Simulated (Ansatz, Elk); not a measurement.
## Bonding as seen by X-rays: TlCuAg2O4

The structure of TlCuAg2O4 used here is made up (a known structure type with other elements) and was relaxed beforehand with PBE. The aim is the Fourier transform of its all-electron density, F(hkl), set beside the sum over free spherical atoms that refinements use.

Program: Elk 11.2.3 (patched build). Level of theory: DFT, PBE, all-electron APW+lo, Dirac cores, scalar-relativistic bands, static density, no spin. Results are calculated unless marked as measured.

The structure was built from a prototype and need not be the compound's stable phase.

## (1) Starting point

The structure is tetragonal, space group I-4m2 (No. 119). Conventional cell: a = 4.590 Å, b = 4.590 Å, c = 9.930 Å, α = 90.00°, β = 90.00°, γ = 90.00°. Tl has 6 O at 2.30 to 2.36 Å nearest. Ag has 6 O at 2.36 to 2.66 Å nearest. Nearest to Ag lie 4 O at 2.30 Å. Nearest to Cu lie 6 O at 1.91 to 2.30 Å. Nearest to O lie 2 Cu at 2.30 Å and 3 Ag at 2.30 to 2.66 Å and 1 Tl at 2.30 Å. O has 1 Cu at 1.91 Å and 2 Ag at 2.36 Å and 2 Tl at 2.36 Å nearest. Farther neighbours and most contacts between anions are not listed.

## (2) Ground state and structure factors

An all-electron density is needed, since X-rays see the cores too. Task 0 finds the density and task 195 Fourier-transforms it; tshift is off so that phases refer to the origin typed.

Contents of elk.in:

```
tasks
  0
  195

xctype
  20

spinpol
  .false.

rgkmax
  7.0

gmaxvr
  14.0

lmaxo
  7

lmaxapw
  8

swidth
  0.002

tshift
  .false.

ramdisk
  .false.

hmaxvr
  5.5

maxscl
  120

epspot
  1e-06

sppath
  './'

avec
  0.00000000000 6.13403387625 9.38216825861
  6.13393714317 0.00000000000 9.38216825861
  6.13393714317 6.13403387625 0.00000000000

atoms
  4
  'Tl.in'
  1
  0.5000000000 0.5000000000 0.5000000000   0.000000 0.000000 0.000000
  'Ag.in'
  2
  0.0000000000 0.0000000000 0.0000000000   0.000000 0.000000 0.000000
  0.2500000000 0.2500000000 0.2500000000   0.000000 0.000000 0.000000
  'Cu.in'
  1
  0.7500000000 0.7500000000 0.7500000000   0.000000 0.000000 0.000000
  'O.in'
  4
  0.7319368461 0.7319368461 0.2680631539   0.000000 0.000000 0.000000
  0.2680631539 0.2680631539 0.7319368461   0.000000 0.000000 0.000000
  0.5574079427 0.5574079427 0.9425920573   0.000000 0.000000 0.000000
  0.9425920573 0.9425920573 0.5574079427   0.000000 0.000000 0.000000

ngridk
  6 6 6
```

Started as:

```bash
OMP_NUM_THREADS=4 elk
```

Numbers of over 12 decimals in the logs are rounded to 6 here.

Output:

```text
┌─────────────────────────┐
│ Elk code version 11.2.3 │
└─────────────────────────┘

All units are atomic (Hartree, Bohr, etc.)

┌─────────────────────────────────────────────────┐
│ Ground-state run starting from atomic densities │
└─────────────────────────────────────────────────┘

Lattice vectors :
   0.000000000       6.134033876       9.382168259
   6.133937143       0.000000000       9.382168259
   6.133937143       6.134033876       0.000000000

Reciprocal lattice vectors :
 -0.5121657722      0.5121576954      0.3348471875
  0.5121657722     -0.5121576954      0.3348471875
  0.5121657722      0.5121576954     -0.3348471875

Unit cell volume      :    706.0227644
Brillouin zone volume :   0.3513345829

Muffin-tin inner radius fraction :   0.1000000000E-01

Nuclei treated as point charges

Species : 1 (Tl)
 parameters loaded from : Tl.in
 name : thallium
 nuclear charge    :   -81.00000000
 electronic charge :    81.00000000
 atomic mass :    372567.9643
 muffin-tin radius :    2.783676060
 number of radial points in muffin-tin :   1393
 inner part over the whole radius :   0.9910289130E-02
 number on inner part of muffin-tin    :   1000
 approximate nuclear radius :   0.1043008296E-03
 number of mesh points to nuclear radius :    525
 atomic positions (lattice), magnetic fields (Cartesian) :
  1 :   0.50000000  0.50000000  0.50000000    0.00000000  0.00000000  0.00000000

Species : 2 (Ag)
 parameters loaded from : Ag.in
 name : silver
 nuclear charge    :   -47.00000000
 electronic charge :    47.00000000
 atomic mass :    196631.6998
 muffin-tin radius :    2.600000000
 number of radial points in muffin-tin :   1193
 inner part over the whole radius :   0.9869554211E-02
 number on inner part of muffin-tin    :    849
 approximate nuclear radius :   0.8648227117E-04
 number of mesh points to nuclear radius :    425
 atomic positions (lattice), magnetic fields (Cartesian) :
  1 :   0.00000000  0.00000000  0.00000000    0.00000000  0.00000000  0.00000000
  2 :   0.25000000  0.25000000  0.25000000    0.00000000  0.00000000  0.00000000

Species : 3 (Cu)
 parameters loaded from : Cu.in
 name : copper
 nuclear charge    :   -29.00000000
 electronic charge :    29.00000000
 atomic mass :    115837.2717
 muffin-tin radius :    2.036492671
 number of radial points in muffin-tin :    993
 inner part over the whole radius :   0.9907119321E-02
 number on inner part of muffin-tin    :    698
 approximate nuclear radius :   0.7406004541E-04
 number of mesh points to nuclear radius :    340
 atomic positions (lattice), magnetic fields (Cartesian) :
  1 :   0.75000000  0.75000000  0.75000000    0.00000000  0.00000000  0.00000000

Species : 4 (O)
 parameters loaded from : O.in
 name : oxygen
 nuclear charge    :   -8.000000000
 electronic charge :    8.000000000
 atomic mass :    29165.12205
 muffin-tin radius :    1.518464971
 number of radial points in muffin-tin :    593
 inner part over the whole radius :   0.9997317657E-02
 number on inner part of muffin-tin    :    406
 approximate nuclear radius :   0.5115538663E-04
 number of mesh points to nuclear radius :    175
 atomic positions (lattice), magnetic fields (Cartesian) :
  1 :   0.73193685  0.73193685  0.26806315    0.00000000  0.00000000  0.00000000
  2 :   0.26806315  0.26806315  0.73193685    0.00000000  0.00000000  0.00000000
  3 :   0.55740794  0.55740794  0.94259206    0.00000000  0.00000000  0.00000000
  4 :   0.94259206  0.94259206  0.55740794    0.00000000  0.00000000  0.00000000

Total number of atoms per unit cell :    8
Total muffin-tin volume :    331.6389297
 ratio of muffin-tin to unit cell volume :   0.4697283804

Spin treatment :
 spin-unpolarised

Number of Bravais lattice symmetries :    8
Number of crystal symmetries         :    4
Crystal has no inversion symmetry
Complex Hermitian eigensolver will be used

k-point grid :      6     6     6
k-point offset :    0.000000000       0.000000000       0.000000000
k-point set is reduced with full crystal symmetry group
[...]
total energy                :     -32878.409916869

Density of states at Fermi energy :    156.0464681
 (states/Hartree/unit cell)

Estimated indirect band gap :   0.6315452060E-03
 from k-point 40 to k-point 13
Estimated direct band gap   :   0.2020217914E-02
 at k-point 42

Charges :
 core                        :    138.0000000
 valence                     :    98.00000000
 interstitial                :    10.37477523
 muffin-tins (core leakage)
  species : 1 (Tl)
[...]
species : 2 (Ag)
[...]
species : 3 (Cu)
[...]
species : 4 (O)
[...]
total in muffin-tins        :    225.6252248
 total calculated charge     :    235.9928529
 total charge                :    236.0000000
 error                       :   0.7147135828E-02

RMS change in Kohn-Sham potential (target) :    1.107079135     (  0.1000000000E-05)
Absolute change in total energy (target)   :    1.420692248     (  0.1000000000E-03)

[... loops 3 to 22 left out ...]

┌──────────────────┐
│ Loop number : 23 │
└──────────────────┘

Energies :
 Fermi                       :     0.195846
 sum of occupied eigenvalues :     -19989.851711474
 electron kinetic            :      36624.984283529
 core electron kinetic       :      35750.230369059
 Coulomb                     :     -68721.377410229
 Coulomb potential           :     -55593.194111385
 nuclear-nuclear             :     -3122.0107009955
 electron-nuclear            :     -75675.464219630
 Hartree                     :      10076.097510397
 Madelung                    :     -40924.780354536
 xc potential                :     -1021.6418836180
 exchange                    :     -770.05853618460
 correlation                 :     -12.514598808455
 electron entropic           :    -0.12595402604208E-02
 total energy                :     -32878.967521233

Density of states at Fermi energy :    95.36123754
 (states/Hartree/unit cell)

Estimated indirect band gap :   0.1034310551E-02
 from k-point 58 to k-point 30
Estimated direct band gap   :   0.1079181535E-01
 at k-point 52

Charges :
 core                        :    138.0000000
 valence                     :    98.00000000
 interstitial                :    10.35971155
 muffin-tins (core leakage)
  species : 1 (Tl)
[...]
species : 2 (Ag)
[...]
species : 3 (Cu)
[...]
species : 4 (O)
[...]
total in muffin-tins        :    225.6402885
 total calculated charge     :    235.9936804
 total charge                :    236.0000000
 error                       :   0.6319587057E-02

RMS change in Kohn-Sham potential (target) :   0.8919419795E-06 (  0.1000000000E-05)
Absolute change in total energy (target)   :   0.9450201469E-04 (  0.1000000000E-03)

Convergence targets achieved

┌──────────────────┐
│ Loop number : 24 │
└──────────────────┘

Energies :
 Fermi                       :     0.195846
 sum of occupied eigenvalues :     -19989.851728732
 electron kinetic            :      36624.984263040
 core electron kinetic       :      35750.230353260
 Coulomb                     :     -68721.377425764
 Coulomb potential           :     -55593.194100761
 nuclear-nuclear             :     -3122.0107009955
 electron-nuclear            :     -75675.464261557
 Hartree                     :      10076.097536788
 Madelung                    :     -40924.780375384
 xc potential                :     -1021.6418910115
 exchange                    :     -770.05853554085
 correlation                 :     -12.514598826014
 electron entropic           :    -0.12595388207564E-02
 total energy                :     -32878.967556629

Density of states at Fermi energy :    95.36114450
 (states/Hartree/unit cell)

Estimated indirect band gap :   0.1034360132E-02
 from k-point 58 to k-point 30
Estimated direct band gap   :   0.1079188463E-01
 at k-point 52

Charges :
 core                        :    138.0000000
 valence                     :    98.00000000
 interstitial                :    10.35971179
 muffin-tins (core leakage)
  species : 1 (Tl)
[...]
species : 2 (Ag)
[...]
species : 3 (Cu)
[...]
species : 4 (O)
[...]
atom 2                    :    6.733182744     (  0.2891861128E-07)
   atom 3                    :    6.785306865     (  0.3049656550E-07)
   atom 4                    :    6.785306865     (  0.3049656550E-07)
 total in muffin-tins        :    225.6402882
 total calculated charge     :    235.9936804
 total charge                :    236.0000000
 error                       :   0.6319588103E-02

┌──────────────────────────────┐
│ Self-consistent loop stopped │
└──────────────────────────────┘

Warning : core states of species 3 leak from the muffin-tin :   0.1156175965E-02

Wrote STATE.OUT
```

It took 3 min on 4 threads of Intel Xeon Platinum 8488C (Sapphire Rapids), shared host; peak memory 0.35 GiB; 11 min of CPU time.

SFACRHO.OUT:

```text

h k l indices transformed by vhmat matrix:
   1.000000000       0.000000000       0.000000000    
   0.000000000       1.000000000       0.000000000    
   0.000000000       0.000000000       1.000000000    

      h      k      l  multipl.   |H|            Re(F)            Im(F)           |F|

      0      0      0      1   0.0000000       236.00000      0.19560222E-15   236.00000    
     -1     -1      0      2  0.66969437       46.405101     -0.67361485E-14   46.405101    
      1      0      0      4  0.79796110      -33.961713       11.495097       35.854361    
      1      1      1      4  0.79796110      -33.961713      -11.495097       35.854361    
     -1      0     -1      2   1.0243154       47.573127     -0.28558761E-14   47.573127    
      0     -1     -1      2   1.0243315       47.571980      0.43298427E-14   47.571980    
      0     -1      1      4   1.2238107       150.77363     -0.97674153E-13   150.77363    
      1      0     -1      4   1.2238242       150.77313      0.10502268E-12   150.77313    
      2      1      0      4   1.2384357      -26.992125      -25.797259       37.337292    
     -2     -1      0      4   1.2384357      -26.992125       25.797259       37.337292    
     -2     -2      0      2   1.3393887       179.56218      0.66749107E-13   179.56218    
      1     -1      0      4   1.4486121       185.74743     -0.54248695E-14   185.74743    
      0      2      0      4   1.5959222       41.643937      0.67562983E-02   41.643937    
      0     -2      0      4   1.5959222       41.643937     -0.67562983E-02   41.643937    
     -2      0     -1      4   1.6538398      -30.838523       10.318033       32.518861    
     -1      1     -1      4   1.6538398      -30.838523      -10.318033       32.518861    
      0     -1     -2      4   1.6538598      -30.838347       10.318656       32.518891    
      0      1      2      4   1.6538598      -30.838347      -10.318656       32.518891
```

Elk indexes on the primitive cell of elk.in and gives |H| = 4π sin θ/λ in inverse bohr. Below, one row stands for each form hkl of the conventional cell (m members, Friedel mates merged), F is for one primitive cell and the density is static (no thermal factor). Free-atom factors are Waasmaier and Kirfel's, and R is Σm||F|−|F'||/Σm|F|.

| hkl | m | sin θ/λ (Å⁻¹) | abs F, DFT | neutral atoms | diff. | abs of complex diff. |
| --- | --- | --- | --- | --- | --- | --- |
| 002 | 2 | 0.101 | 46.405 | 46.421 | -0.016 | 0.016 |
| 101 | 8 | 0.120 | 35.854 | 35.883 | -0.028 | 0.062 |
| 110 | 4 | 0.154 | 47.573 | 47.368 | +0.205 | 0.205 |
| 112 | 8 | 0.184 | 150.774 | 152.162 | -1.388 | 1.388 |
| 103 | 8 | 0.186 | 37.337 | 37.035 | +0.302 | 0.518 |
| 004 | 2 | 0.201 | 179.562 | 179.836 | -0.274 | 0.274 |
| 200 | 4 | 0.218 | 185.747 | 185.725 | +0.022 | 0.022 |
| 202 | 8 | 0.240 | 41.644 | 41.316 | +0.327 | 0.327 |
| 211 | 16 | 0.249 | 32.519 | 32.359 | +0.160 | 0.229 |
| 114 | 8 | 0.254 | 50.682 | 50.290 | +0.392 | 0.392 |
| 105 | 8 | 0.274 | 34.293 | 34.156 | +0.137 | 0.145 |
| 213 | 16 | 0.287 | 33.188 | 32.986 | +0.203 | 0.301 |
| 204 | 8 | 0.297 | 154.609 | 154.876 | -0.267 | 0.267 |
| 006 | 2 | 0.302 | 30.446 | 30.157 | +0.290 | 0.290 |
| 220 | 4 | 0.308 | 159.701 | 159.878 | -0.177 | 0.177 |
| 222 | 8 | 0.324 | 38.708 | 38.493 | +0.215 | 0.215 |
| 301 | 8 | 0.331 | 30.326 | 30.241 | +0.085 | 0.229 |
| 116 | 8 | 0.339 | 135.807 | 135.934 | -0.127 | 0.127 |
| 310 | 8 | 0.344 | 39.641 | 39.451 | +0.190 | 0.190 |
| 215 | 16 | 0.350 | 31.590 | 31.607 | -0.017 | 0.132 |
| 312 | 16 | 0.359 | 121.952 | 121.898 | +0.054 | 0.054 |
| 303 | 8 | 0.360 | 30.643 | 30.584 | +0.059 | 0.099 |

## (3) The highest occupied states alone

An energy window below the Fermi level keeps the highest occupied states, to see at which angles they scatter; shallow core shells can lie inside it and anion s states outside. No new self-consistency is needed.

Changes to elk.in since step 2:

```diff
@@ -1,3 +1,2 @@
 tasks
-  0
   195
@@ -40,2 +39,5 @@
 
+wsfac
+  -0.355390 0.495850
+
 sppath
```

Started as:

```bash
OMP_NUM_THREADS=4 elk
```

Output:

```text
┌─────────────────────────────────┐
│ Elk code version 11.2.3 started │
└─────────────────────────────────┘

Info(readinput): the functional depends on the density's gradient
 muffin-tin radial points multiplied by    2.00000
 (not where nrmtscf is given)

┌────────────────────┐
│ Current task : 195 │
└────────────────────┘
Info(checkmt): changed muffin-tin radius of species 1 (Tl) from   2.8000 to   2.7837
Info(checkmt): changed muffin-tin radius of species 3 (Cu) from   2.4000 to   2.0365
Info(checkmt): changed muffin-tin radius of species 4 (O) from   1.8000 to   1.5185

Info(sfacrho): density structure factors written to SFACRHO.OUT

 Energy window :  -0.3553900000      0.4958500000

┌──────────────────┐
│ Elk code stopped │
└──────────────────┘
```

It took 13 s on 4 threads; peak memory 0.23 GiB; 22 s of CPU time.

States within 15 eV below the Fermi level hold 62.00 electrons; any levels below the window count with the cores. Their amplitudes can exceed the total, where window and core parts have opposite phase:

```csv
hkl,sin θ/λ (Å⁻¹),"abs F, window","abs F, all"
002,0.101,1.151,46.405
101,0.120,3.645,35.854
110,0.154,0.649,47.573
112,0.184,14.181,150.774
103,0.186,3.731,37.337
004,0.201,27.547,179.562
200,0.218,29.645,185.747
202,0.240,2.838,41.644
211,0.249,3.424,32.519
114,0.254,0.879,50.682
```

## (4) Another functional

The difference from free atoms is small, so it is set against the change that PBEsol makes.

Changes to elk.in since step 3:

```diff
@@ -1,2 +1,3 @@
 tasks
+  0
   195
@@ -4,3 +5,3 @@
 xctype
-  20
+  22
 
@@ -39,5 +40,2 @@
 
-wsfac
-  -0.355390 0.495850
-
 sppath
```

Started as:

```bash
OMP_NUM_THREADS=4 elk
```

Output:

```text
┌─────────────────────────┐
│ Elk code version 11.2.3 │
└─────────────────────────┘

All units are atomic (Hartree, Bohr, etc.)

┌─────────────────────────────────────────────────┐
│ Ground-state run starting from atomic densities │
└─────────────────────────────────────────────────┘

Lattice vectors :
   0.000000000       6.134033876       9.382168259
   6.133937143       0.000000000       9.382168259
   6.133937143       6.134033876       0.000000000

Reciprocal lattice vectors :
 -0.5121657722      0.5121576954      0.3348471875
[...]
species : 2 (Ag)
[...]
species : 3 (Cu)
[...]
species : 4 (O)
[...]
atom 3                    :    6.759516780     (  0.4043766211E-07)
   atom 4                    :    6.759516780     (  0.4043766211E-07)
 total in muffin-tins        :    225.5442003
 total calculated charge     :    235.9936989
 total charge                :    236.0000000
 error                       :   0.6301077374E-02

┌──────────────────────────────┐
│ Self-consistent loop stopped │
└──────────────────────────────┘

Warning : core states of species 3 leak from the muffin-tin :   0.1177857930E-02

Wrote STATE.OUT
[key lines of the parts left out:]
total energy                :     -32866.142772937
```

Run time: 3 min. Hardware: 4 threads; peak memory 0.35 GiB.

Against the first run R = 0.01 %; the largest change is -0.151 at 200.

## (5) A coarser k-mesh

About half the k-points along each axis test the sampling.

Changes to elk.in since step 4:

```diff
@@ -5,3 +5,3 @@
 xctype
-  22
+  20
 
@@ -68,2 +68,2 @@
 ngridk
-  6 6 6
+  3 3 3
```

Started as:

```bash
OMP_NUM_THREADS=4 elk
```

Output:

```text
┌─────────────────────────┐
│ Elk code version 11.2.3 │
└─────────────────────────┘

All units are atomic (Hartree, Bohr, etc.)

┌─────────────────────────────────────────────────┐
│ Ground-state run starting from atomic densities │
└─────────────────────────────────────────────────┘

Lattice vectors :
   0.000000000       6.134033876       9.382168259
   6.133937143       0.000000000       9.382168259
   6.133937143       6.134033876       0.000000000

Reciprocal lattice vectors :
 -0.5121657722      0.5121576954      0.3348471875
[...]
species : 2 (Ag)
[...]
species : 3 (Cu)
[...]
species : 4 (O)
[...]
atom 3                    :    6.785957916     (  0.3051363473E-07)
   atom 4                    :    6.785957916     (  0.3051363473E-07)
 total in muffin-tins        :    225.6394591
 total calculated charge     :    235.9937213
 total charge                :    236.0000000
 error                       :   0.6278728904E-02

┌──────────────────────────────┐
│ Self-consistent loop stopped │
└──────────────────────────────┘

Warning : core states of species 3 leak from the muffin-tin :   0.1158811084E-02

Wrote STATE.OUT
[key lines of the parts left out:]
total energy                :     -32878.967646136
```

It took 56 s on 4 threads; peak memory 0.35 GiB.

Against the first run R = 0.01 %; the largest change is +0.018 at 002.

## (6) Settings against the effect

```
          run  R against the first run (%)  R against neutral atoms, low angle (%)  wall time
PBE, rgkmax 7                         0.00                                    0.46      3 min
       PBEsol                         0.01                                    0.47      3 min
 k-mesh 3×3×3                         0.01                                    0.46       56 s
```

## (7) Results

| Item | Value |
| --- | --- |
| R against neutral atoms, sin θ/λ < 0.3 Å⁻¹ | 0.46 % |
| R against neutral atoms, 0.3 to 0.78 Å⁻¹ | 0.17 % |

In words: Independent neutral atoms miss the calculated amplitudes by R = 0.46 % below 0.3 Å⁻¹ and 0.17 % from there to 0.78 Å⁻¹; by shells, 0.07 % below 0.15 Å⁻¹ (2 forms), 0.49 % 0.15 to 0.3 (11 forms), 0.12 % 0.3 to 0.45 (22 forms), 0.18 % above 0.45 (114 forms). Bonding, aspherical density and the tables' own atoms all enter these figures, and the runs don't part them. The largest change of an amplitude is -1.39 electrons, at 112. R counts amplitudes alone; phases shift too. The window's part falls from 62.0 electrons at the origin to at most 4.00 between 0.45 and 0.78 Å⁻¹, where compact states inside the window still scatter. The window holds more than the 60 outer electrons of the free atoms, so shallow core shells lie inside it. Below 0.3 Å⁻¹ the changes that finished (PBEsol and k-mesh 3×3×3) move F by R = 0.04 % at most, against the 0.46 % that separates it from free atoms. The basis has no finished test. These runs have no spin, though d or f shells may be open. Spin-orbit coupling is left out, which can matter for elements this heavy. Part of the difference isn't bonding: the tables are fits to free atoms and ions calculated by other methods than this functional. Thermal motion, anomalous dispersion and extinction are left out.

[Logs are printed without paths, hosts, clocks, repeated set-up lines and the standing remarks that a program may print on its own settings, such as how far it seeks lower states.]

[Hosts, paths, dates, database ids (printed as entryN), source tags and the programs' standing remarks are cut or masked in the printed files.]
